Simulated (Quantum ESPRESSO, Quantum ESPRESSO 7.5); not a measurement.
# Ta(110), 5 layers: solver and mixing choices

Aim: which eigensolver and mixing brings Ta(110), 5 layers to self-consistency fastest, and whether the result stays the same.

Calculated with Quantum ESPRESSO 7.5; plane-wave DFT, PBE, SG15 norm-conserving pseudopotentials.

## Step 1: The structure

The cell holds 5 atoms: 5 Ta. Its edges and angles: a = 2.867 Å, b = 2.867 Å, c = 25.362 Å, α = 90.0°, β = 90.0°, γ = 70.5°. It derives from Ta. Vacuum lies along c.

## Step 2: Ground state: david, local-TF mixing, beta 0.4, history 8

The first run is the reference of the series.

Contents of c0.in:

```
&control
  prefix = 'c0'
  outdir = './out'
  pseudo_dir = './pseudo'
  calculation = 'scf'
  tprnfor = .true.
/
&system
  ibrav = 0
  nat = 5
  ntyp = 1
  ecutwfc = 60
  ecutrho = 240
  occupations = 'smearing'
  smearing = 'mv'
  degauss = 0.02
  assume_isolated = 'esm'
  esm_bc = 'bc1'
/
&electrons
  conv_thr = 1e-07
  mixing_beta = 0.4
  electron_maxstep = 80
  mixing_mode = 'local-TF'
  diagonalization = 'david'
  mixing_ndim = 8
/
ATOMIC_SPECIES
  Ta  180.9479  Ta_ONCV_PBE-1.2.upf
CELL_PARAMETERS angstrom
  2.34052344572747 -1.65500000000000 0.00000000000000
  2.34052344572747 1.65500000000000 0.00000000000000
  0.00000000000000 0.00000000000000 25.36209378290989
ATOMIC_POSITIONS crystal
  Ta  0.000000000000 0.000000000000 -0.184568629527
  Ta  0.500000000000 0.500000000000 -0.092284314764
  Ta  0.000000000000 0.000000000000 0.000000000000
  Ta  0.500000000000 0.500000000000 0.092284314764
  Ta  0.000000000000 0.000000000000 0.184568629527
K_POINTS automatic
  10 10 1 0 0 0
```

On the command line:

```
$ OMP_NUM_THREADS=1 mpirun -n 4 pw.x -nk 4 -in c0.in > c0.out
```

Log:

```text
Program PWSCF v.7.5 starts
[citation notice left out]

     Parallel version (MPI & OpenMP), running on       4 processor cores
     Number of MPI processes:                 4
     Threads/MPI process:                     1

     MPI processes distributed on     1 nodes
[...]
Current dimensions of program PWSCF are:
     Max number of different atomic species (ntypx) = 10
     Max number of k-points (npk) =  40000
     Max angular momentum in pseudopotentials (lmaxx) =  4
     Message from routine setup:
     using ibrav=0 with symmetry is DISCOURAGED, use correct ibrav instead

     K-points division:     npool     =       4
     Subspace diagonalization in iterative solution of the eigenvalue problem:
     a serial algorithm will be used

     G-vector sticks info
     --------------------
     sticks:   dense  smooth     PW     G-vecs:    dense   smooth      PW
     Sum         535     535    169                83415    83415   14621

     Using Slab Decomposition

     bravais-lattice index     =            0
     lattice parameter (alat)  =       5.4170  a.u.
     unit-cell volume          =    1325.9364 (a.u.)^3
     number of atoms/cell      =            5
     number of atomic types    =            1
     number of electrons       =       135.00
     number of Kohn-Sham states=           82
     kinetic-energy cutoff     =      60.0000  Ry
     charge density cutoff     =     240.0000  Ry
     scf convergence threshold =      1.0E-07
     mixing beta               =       0.4000
     number of iterations used =            8  local-TF  mixing
     Exchange-correlation= PBE
                           (   1   4   3   4   0   0   0)

     Effective Screening Medium Method
     =================================
     Boundary Conditions: Vacuum-Slab-Vacuum
     total charge in unit cell        =   0.0000
     grid points for fit at edges     =        4

     celldm(1)=   5.416983  celldm(2)=   0.000000  celldm(3)=   0.000000
     celldm(4)=   0.000000  celldm(5)=   0.000000  celldm(6)=   0.000000

     crystal axes: (cart. coord. in units of alat)
               a(1) = (   0.816497  -0.577350   0.000000 )
               a(2) = (   0.816497   0.577350   0.000000 )
               a(3) = (   0.000000   0.000000   8.847620 )

     reciprocal axes: (cart. coord. in units 2 pi/alat)
               b(1) = (  0.612372 -0.866025  0.000000 )
               b(2) = (  0.612372  0.866025 -0.000000 )
               b(3) = ( -0.000000  0.000000  0.113025 )

     PseudoPot. # 1 for Ta read from file:
     ./pseudo/Ta_ONCV_PBE-1.2.upf
     Pseudo is Norm-conserving, Zval = 27.0
     Generated using ONCVPSP code by D. R. Hamann
     Using radial grid of  602 points,  8 beta functions with:
                l(1) =   0
                l(2) =   0
                l(3) =   1
                l(4) =   1
                l(5) =   2
                l(6) =   2
                l(7) =   3
                l(8) =   3

     atomic species   valence    mass     pseudopotential
     Ta               27.00   180.94790     Ta( 1.00)

      8 Sym. Ops., with inversion, found

   Cartesian axes

     site n.     atom                  positions (alat units)
         1        Ta     tau(   1) = (   0.0000000   0.0000000  -1.6329932  )
         2        Ta     tau(   2) = (   0.8164966   0.0000000  -0.8164966  )
         3        Ta     tau(   3) = (   0.0000000   0.0000000   0.0000000  )
         4        Ta     tau(   4) = (   0.8164966   0.0000000   0.8164966  )
         5        Ta     tau(   5) = (   0.0000000   0.0000000   1.6329932  )

     number of k points=    31  Marzari-Vanderbilt smearing, width (Ry)=  0.0200
                       cart. coord. in units 2pi/alat
        k(    1) = (   0.0000000   0.0000000   0.0000000), wk =   0.0200000
        k(    2) = (   0.0612372   0.0866025   0.0000000), wk =   0.0800000
        k(    3) = (   0.1224745   0.1732051   0.0000000), wk =   0.0800000
        k(    4) = (   0.1837117   0.2598076   0.0000000), wk =   0.0800000
        k(    5) = (   0.2449490   0.3464102   0.0000000), wk =   0.0800000
        k(    6) = (  -0.3061862  -0.4330127   0.0000000), wk =   0.0400000
        k(    7) = (   0.1224745   0.0000000   0.0000000), wk =   0.0400000
        k(    8) = (   0.1837117   0.0866025   0.0000000), wk =   0.0800000
        k(    9) = (   0.2449490   0.1732051   0.0000000), wk =   0.0800000
        k(   10) = (   0.3061862   0.2598076   0.0000000), wk =   0.0800000
[...]
k(   31) = (  -0.6123724   0.0000000   0.0000000), wk =   0.0200000

     Dense  grid:    83415 G-vectors     FFT dimensions: (  27,  27, 240)

     Estimated max dynamical RAM per process >     245.78 MB

     Estimated total dynamical RAM >     922.04 MB

     Initial potential from superposition of free atoms

     starting charge     134.5531, renormalised to     135.0000

     negative rho (up, down):  4.244E-04 0.000E+00
     Starting wfcs are random

     total cpu time spent up to now is        4.8 secs

     per-process dynamical memory:   182.1 Mb

     Self-consistent Calculation

     iteration #  1     ecut=    60.00 Ry     beta= 0.40
     Davidson diagonalization with overlap
     ethr =  1.00E-02,  avg # of iterations = 39.8

     negative rho (up, down):  1.174E-05 0.000E+00

     total cpu time spent up to now is      201.4 secs

     total energy              =   -2482.07462725 Ry
     estimated scf accuracy    <       2.86577799 Ry

     iteration #  2     ecut=    60.00 Ry     beta= 0.40
[...]
negative rho (up, down):  1.131E-05 0.000E+00

[...]
total energy              =   -2482.72674812 Ry
     estimated scf accuracy    <       0.72452864 Ry

     iteration #  3     ecut=    60.00 Ry     beta= 0.40
[...]
total energy              =   -2483.06801144 Ry
     estimated scf accuracy    <       0.05128519 Ry

     iteration #  4     ecut=    60.00 Ry     beta= 0.40
[...]
c_bands:  4 eigenvalues not converged
     c_bands:  5 eigenvalues not converged
     c_bands:  2 eigenvalues not converged
     c_bands:  5 eigenvalues not converged
[...]
total energy              =   -2483.14516510 Ry
     estimated scf accuracy    <       0.04187313 Ry

     iteration #  5     ecut=    60.00 Ry     beta= 0.40
[...]
c_bands:  1 eigenvalues not converged
[...]
c_bands:  2 eigenvalues not converged
[...]
negative rho (up, down):  4.399E-05 0.000E+00

[...]
total energy              =   -2483.14027852 Ry
     estimated scf accuracy    <       0.00005533 Ry

     iteration # 12     ecut=    60.00 Ry     beta= 0.40
[...]
negative rho (up, down):  1.268E-08 0.000E+00

[...]
total energy              =   -2483.13916191 Ry
     estimated scf accuracy    <       0.00002682 Ry

     iteration # 13     ecut=    60.00 Ry     beta= 0.40
[...]
c_bands:  1 eigenvalues not converged
[...]
negative rho (up, down):  3.308E-08 0.000E+00

[...]
total energy              =   -2483.13901639 Ry
     estimated scf accuracy    <       0.00000461 Ry

     iteration # 14     ecut=    60.00 Ry     beta= 0.40
[...]
total energy              =   -2483.13881123 Ry
     estimated scf accuracy    <       0.00000119 Ry

     iteration # 15     ecut=    60.00 Ry     beta= 0.40
[...]
c_bands:  1 eigenvalues not converged
[...]
total energy              =   -2483.13883359 Ry
     estimated scf accuracy    <       0.00000065 Ry

     iteration # 16     ecut=    60.00 Ry     beta= 0.40
[...]
End of self-consistent calculation

          k = 0.0000 0.0000 0.0000 ( 10431 PWs)   bands (ev):

   -72.4369 -72.4369 -72.0955 -72.0762 -71.9971 -39.2331 -39.1692 -38.8419
   -38.5545 -38.5512 -38.4862 -38.3314 -38.3314 -38.3079 -38.1945 -38.1510
   -38.0760 -38.0758 -38.0554 -37.9919 -24.1636 -24.1636 -24.1401 -24.1401
   -24.1182 -24.1182 -24.0944 -24.0944 -24.0914 -24.0914 -24.0160 -24.0160
   -23.9553 -23.9553 -23.7870 -23.7854 -23.7844 -23.7843 -23.7598 -23.7585
   -23.7581 -23.7538 -23.7424 -23.7399 -23.7389 -23.7300 -23.7250 -23.7150
   -23.7081 -23.7027 -23.7025 -23.6901 -23.6871 -23.6833 -23.6493 -12.4068
   -11.5795 -10.4281  -9.5457  -9.2173  -6.2739  -5.9828  -5.4553  -5.1892
    -5.1787  -4.8745  -4.5759  -4.4136  -4.3337  -4.2020  -3.8132  -3.6411
    -2.9396  -1.6230  -1.5522  -1.5034  -1.2485  -1.2244  -1.0436  -0.9315
    -0.9183  -0.7441

          k = 0.0612 0.0866 0.0000 ( 10421 PWs)   bands (ev):

   -72.4315 -72.4315 -72.0889 -72.0711 -71.9933 -39.2078 -39.1558 -38.8514
   -38.6240 -38.5864 -38.4895 -38.3726 -38.3723 -38.3264 -38.2634 -38.1335
   -38.1306 -38.1097 -38.0853 -38.0236 -24.1621 -24.1621 -24.1413 -24.1413
   -24.1199 -24.1199 -24.0946 -24.0946 -24.0899 -24.0899 -24.0130 -24.0130
   -23.9594 -23.9594 -23.7859 -23.7836 -23.7824 -23.7816 -23.7613 -23.7602
   -23.7565 -23.7526 -23.7436 -23.7413 -23.7382 -23.7308 -23.7267 -23.7191
   -23.7052 -23.7026 -23.7003 -23.6896 -23.6888 -23.6851 -23.6533 -12.0873
   -11.2772 -10.1294  -9.2240  -8.8916  -6.2205  -5.9519  -5.4419  -5.3143
    -5.2667  -4.8952  -4.7252  -4.6848  -4.4538  -4.0605  -4.0578  -3.7294
    -2.7268  -1.8195  -1.7734  -1.5699  -1.3617  -1.2198  -1.2009  -1.0497
    -0.7950  -0.5382

          k = 0.1225 0.1732 0.0000 ( 10425 PWs)   bands (ev):

   -72.4173 -72.4173 -72.0713 -72.0577 -71.9837 -39.1430 -39.1249 -38.9031
   -38.8017 -38.7184 -38.5776 -38.4736 -38.4269 -38.4038 -38.3932 -38.2616
   -38.1877 -38.1445 -38.1035 -38.0436 -24.1585 -24.1585 -24.1448 -24.1448
   -24.1239 -24.1239 -24.0958 -24.0958 -24.0849 -24.0849 -24.0057 -24.0057
   -23.9688 -23.9688 -23.7838 -23.7826 -23.7755 -23.7751 -23.7666 -23.7661
   -23.7513 -23.7490 -23.7464 -23.7460 -23.7343 -23.7342 -23.7271 -23.7269
   -23.7032 -23.6993 -23.6948 -23.6941 -23.6882 -23.6881 -23.6617 -11.2154
   -10.4923  -9.4151  -8.4671  -8.0799  -6.1946  -6.0372  -5.5822  -5.5155
    -5.4357  -5.2293  -5.1380  -4.9331  -4.8856  -4.8153  -3.3895  -3.3301
    -2.1346  -1.7834  -1.7596  -1.6826  -1.4277  -1.3662  -1.1538  -0.7465
    -0.5177  -0.3545

          k = 0.1837 0.2598 0.0000 ( 10425 PWs)   bands (ev):

   -72.3997 -72.3997 -72.0489 -72.0411 -71.9723 -39.1162 -39.0963 -39.0489
   -39.0213 -38.8541 -38.7635 -38.6559 -38.5293 -38.4522 -38.4382 -38.3260
   -38.2568 -38.1637 -38.0965 -38.0504 -24.1543 -24.1543 -24.1499 -24.1499
   -24.1281 -24.1281 -24.0974 -24.0974 -24.0781 -24.0781 -23.9998 -23.9998
   -23.9760 -23.9760 -23.7826 -23.7823 -23.7768 -23.7768 -23.7703 -23.7696
   -23.7475 -23.7467 -23.7439 -23.7436 -23.7343 -23.7336 -23.7285 -23.7268
   -23.7053 -23.7045 -23.6977 -23.6896 -23.6845 -23.6842 -23.6674 -10.0478
    -9.6010  -8.8485  -8.0406  -7.4745  -6.1613  -6.1189  -5.8815  -5.6851
    -5.5635  -5.4178  -5.2639  -5.2172  -5.0809  -5.0703  -2.5479  -2.5210
    -1.7785  -1.4595  -1.3059  -1.2201  -0.9801  -0.9073  -0.5721  -0.4515
    -0.4329  -0.1815

          k = 0.2449 0.3464 0.0000 ( 10420 PWs)   bands (ev):

   -72.3854 -72.3854 -72.0300 -72.0276 -71.9638 -39.2398 -39.2292 -39.1480
   -39.1113 -38.9506 -38.8560 -38.7613 -38.5624 -38.4928 -38.4390 -38.3461
   -38.3303 -38.1637 -38.0935 -38.0541 -24.1544 -24.1544 -24.1511 -24.1511
   -24.1309 -24.1309 -24.0986 -24.0986 -24.0722 -24.0722 -24.0011 -24.0011
   -23.9746 -23.9746 -23.7862 -23.7862 -23.7832 -23.7817 -23.7712 -23.7694
   -23.7431 -23.7422 -23.7404 -23.7386 -23.7358 -23.7316 -23.7270 -23.7237
   -23.7142 -23.7059 -23.7010 -23.6879 -23.6793 -23.6790 -23.6672  -9.0870
    -9.0684  -8.6952  -8.1763  -7.6251  -6.2512  -6.2028  -6.1030  -6.0979
    -6.0298  -5.4267  -4.9616  -4.7353  -4.2187  -4.0011  -1.8912  -1.8750
    -1.5167  -1.2942  -1.0991  -1.0724  -0.9256  -0.1857  -0.1332  -0.1241
     0.0931   0.2020

          k =-0.3062-0.4330 0.0000 ( 10444 PWs)   bands (ev):

   -72.3799 -72.3799 -72.0225 -72.0225 -71.9608 -39.3085 -39.2970 -39.1984
   -39.1391 -39.0288 -38.8318 -38.7798 -38.5583 -38.5081 -38.4306 -38.3762
   -38.3515 -38.1621 -38.0925 -38.0555 -24.1562 -24.1562 -24.1499 -24.1499
   -24.1319 -24.1319 -24.0991 -24.0991 -24.0699 -24.0699 -24.0030 -24.0030
   -23.9725 -23.9725 -23.7900 -23.7899 -23.7835 -23.7816 -23.7721 -23.7700
   -23.7408 -23.7407 -23.7391 -23.7375 -23.7345 -23.7305 -23.7272 -23.7215
   -23.7174 -23.7066 -23.7021 -23.6876 -23.6785 -23.6766 -23.6656  -8.9783
    -8.9235  -8.4115  -8.2711  -7.8262  -6.3190  -6.2946  -6.2442  -6.2296
    -6.2015  -5.2073  -4.8312  -4.2955  -3.7485  -3.2351  -1.7892  -1.6082
    -1.3256  -1.2781  -1.0997  -0.9822  -0.9474  -0.1767   0.0059   0.0399
     0.0812   0.3514

[...]
the Fermi energy is    -4.8277 ev

!    total energy              =   -2483.13877647 Ry
     estimated scf accuracy    <       0.00000008 Ry
     smearing contrib. (-TS)   =       0.00223986 Ry
     internal energy E=F+TS    =   -2483.14101633 Ry

     The total energy is F=E-TS. E is the sum of the following terms:
     one-electron contribution =   59485.74812953 Ry
     hartree contribution      =  -29747.53383084 Ry
     xc contribution           =    -202.69594526 Ry
     ewald contribution        =  -32018.65936977 Ry

     convergence has been achieved in  16 iterations

     Forces acting on atoms (cartesian axes, Ry/au):

     atom    1 type  1   force =     0.00000000    0.00000000    0.01697648
     atom    2 type  1   force =     0.00000000    0.00000000   -0.01908980
     atom    3 type  1   force =     0.00000000    0.00000000    0.00000000
     atom    4 type  1   force =     0.00000000    0.00000000    0.01908980
     atom    5 type  1   force =     0.00000000    0.00000000   -0.01697648

     Total force =     0.036128     Total SCF correction =     0.003262

[...]
=------------------------------------------------------------------------------=
   JOB DONE.
=------------------------------------------------------------------------------=
[...]
```

Run time: 9.4 min. Hardware: 4 MPI ranks of Arm Neoverse V1, shared host; peak memory 1.1 GiB; 37 min of CPU time.

This step gave:

```
free energy                                                    : -33784.8242 eV
Fermi energy                                                   : -4.828 eV
vacuum line at the lower end of the cell, over the Fermi level : 4.828 eV
vacuum line at the upper end of the cell, over the Fermi level : 4.828 eV
```

The potential energy, planar mean oscillates, so the rows of the table below give means over windows of 2.33 Å about each position, cut where the curve ends. Its maxima inside the range that stand out by 2 % of the span (Å: eV): -3.5: -1.43, -1.2: -1.42, 1.2: -1.42, 3.5: -1.43. Its minima: -4.7: -23.6, -2.3: -23.6, 0.0: -23.4, 2.3: -23.6, 4.7: -23.6.

Electrostatic potential energy of an electron; zero at the Fermi level. Table of potential energy, planar mean by z; means over each step:

| z (Å) | potential energy, planar mean (eV) |
| --- | --- |
| -11.52 | 4.83 |
| -9.19 | 4.82 |
| -6.86 | 3.59 |
| -4.53 | -11.0 |
| -2.20 | -10.9 |
| 0.13 | -10.8 |
| 2.46 | -10.9 |
| 4.80 | -10.8 |
| 7.12 | 4.15 |
| 9.45 | 4.82 |
| 11.79 | 4.83 |

The program's own clock; routines nest. Time by routine:

| routine | wall time (s) | calls |
| --- | --- | --- |
| PWSCF | 561.6 | 1 |
| electrons | 554.8 | 1 |
| c_bands | 524.1 | 16 |
| cegterg | 472 | 142 |
| h_psi | 299 | 1633 |
| fftw | 227 | 125460 |
| vloc_psi | 221.6 | 1633 |
| calbec | 39.46 | 1665 |
| h_psi:calbec | 37.82 | 1633 |
| add_vuspsi | 37.7 | 1633 |
| sum_band | 22.2 | 16 |
| cdiaghg | 12.94 | 1616 |
| mix_rho | 7.33 | 16 |
| init_run | 4.72 | 1 |

The vacuum levels are read from the outermost 0.7 Å of the cell on either side.

The run needed 16 iterations to bring the estimated error under 1e-07 Ry; the largest force on any atom, held or free, is 0.49 eV/Å.

Inside the slab this potential holds the local part of the pseudopotentials, which can be repulsive at the nuclei; only its value in the vacuum has a meaning of its own.

## Step 3: Ground state: david, plain mixing, beta 0.4, history 8

c1.in, as its differences from the input of step 2:

```diff
@@ -1,3 +1,3 @@
 &control
-  prefix = 'c0'
+  prefix = 'c1'
   outdir = './out'
@@ -23,3 +23,3 @@
   electron_maxstep = 80
-  mixing_mode = 'local-TF'
+  mixing_mode = 'plain'
   diagonalization = 'david'
```

On the command line:

```
$ OMP_NUM_THREADS=1 mpirun -n 4 pw.x -nk 4 -in c1.in > c1.out
```

Log:

```text
[banner, memory and clock lines left out]
Program PWSCF v.7.5 starts
[...]
Message from routine setup:
[...]
number of electrons       =       135.00
     number of Kohn-Sham states=           82
     kinetic-energy cutoff     =      60.0000  Ry
     charge density cutoff     =     240.0000  Ry
[...]
number of k points=    31  Marzari-Vanderbilt smearing, width (Ry)=  0.0200
[...]
Dense  grid:    83415 G-vectors     FFT dimensions: (  27,  27, 240)
[...]
negative rho (up, down):  4.244E-04 0.000E+00
     Starting wfcs are random
[...]
estimated scf accuracy    <       2.86577799 Ry
[...]
estimated scf accuracy    <     281.05506746 Ry
[...]
estimated scf accuracy    <       2.37424078 Ry
[...]
estimated scf accuracy    <       0.46006798 Ry
[...]
estimated scf accuracy    <       1.12771300 Ry
[...]
estimated scf accuracy    <       0.03960651 Ry
[...]
estimated scf accuracy    <       0.02956526 Ry
[...]
estimated scf accuracy    <       0.00732235 Ry
[...]
estimated scf accuracy    <       0.03247126 Ry
[...]
estimated scf accuracy    <       0.01225735 Ry
[...]
estimated scf accuracy    <       0.00157110 Ry
[...]
estimated scf accuracy    <       0.00005183 Ry
[...]
estimated scf accuracy    <       0.00319211 Ry
[...]
estimated scf accuracy    <       0.00008619 Ry
[...]
estimated scf accuracy    <       0.00004868 Ry
[...]
estimated scf accuracy    <       0.00001664 Ry
[...]
estimated scf accuracy    <       0.00000595 Ry
[...]
estimated scf accuracy    <       0.00000101 Ry
[...]
estimated scf accuracy    <       0.00000029 Ry
[...]
estimated scf accuracy    <       0.00000025 Ry
[...]
estimated scf accuracy    <       0.00000018 Ry
[...]
the Fermi energy is    -4.8283 ev
!    total energy              =   -2483.13877653 Ry
     estimated scf accuracy    <       0.00000005 Ry
     smearing contrib. (-TS)   =       0.00224034 Ry
     internal energy E=F+TS    =   -2483.14101687 Ry
[...]
one-electron contribution =   59485.71895312 Ry
     hartree contribution      =  -29747.50468240 Ry
     xc contribution           =    -202.69591782 Ry
     ewald contribution        =  -32018.65936977 Ry
     convergence has been achieved in  22 iterations
[...]
Total force =     0.035937     Total SCF correction =     0.001484
[...]
```

Elapsed: 11 min, on 4 MPI ranks; peak memory 1.1 GiB.

The program's own clock; routines nest. Time by routine:

| routine | wall time (s) | calls |
| --- | --- | --- |
| PWSCF | 683.3 | 1 |
| electrons | 676.5 | 1 |
| c_bands | 644.7 | 22 |
| cegterg | 581.8 | 195 |
| h_psi | 367.9 | 2367 |
| fftw | 280.5 | 156780 |
| vloc_psi | 271.2 | 2367 |
| calbec | 48.7 | 2399 |
| h_psi:calbec | 47.07 | 2367 |
| add_vuspsi | 47.02 | 2367 |
| sum_band | 29.98 | 22 |
| cdiaghg | 17.91 | 2350 |
| init_run | 4.69 | 1 |
| wfcinit | 4.42 | 1 |

Counted from each run's own zero (the Fermi level), the vacuum level differs from the first run's by +1 meV.

[end of part 1 of 3]

[Logs are printed without paths, hosts, clocks, repeated set-up lines and the standing remarks that a program may print on its own settings, such as how far it seeks lower states.]

[Hosts, paths, dates, database ids (printed as entryN), source tags and the programs' standing remarks are cut or masked in the printed files.]

[Maps of the electrostatic potential energy from Ansatz leave out the sawtooth potential of an applied field or a dipole correction, so their vacuum need not be flat; planar profiles and work functions include it.]
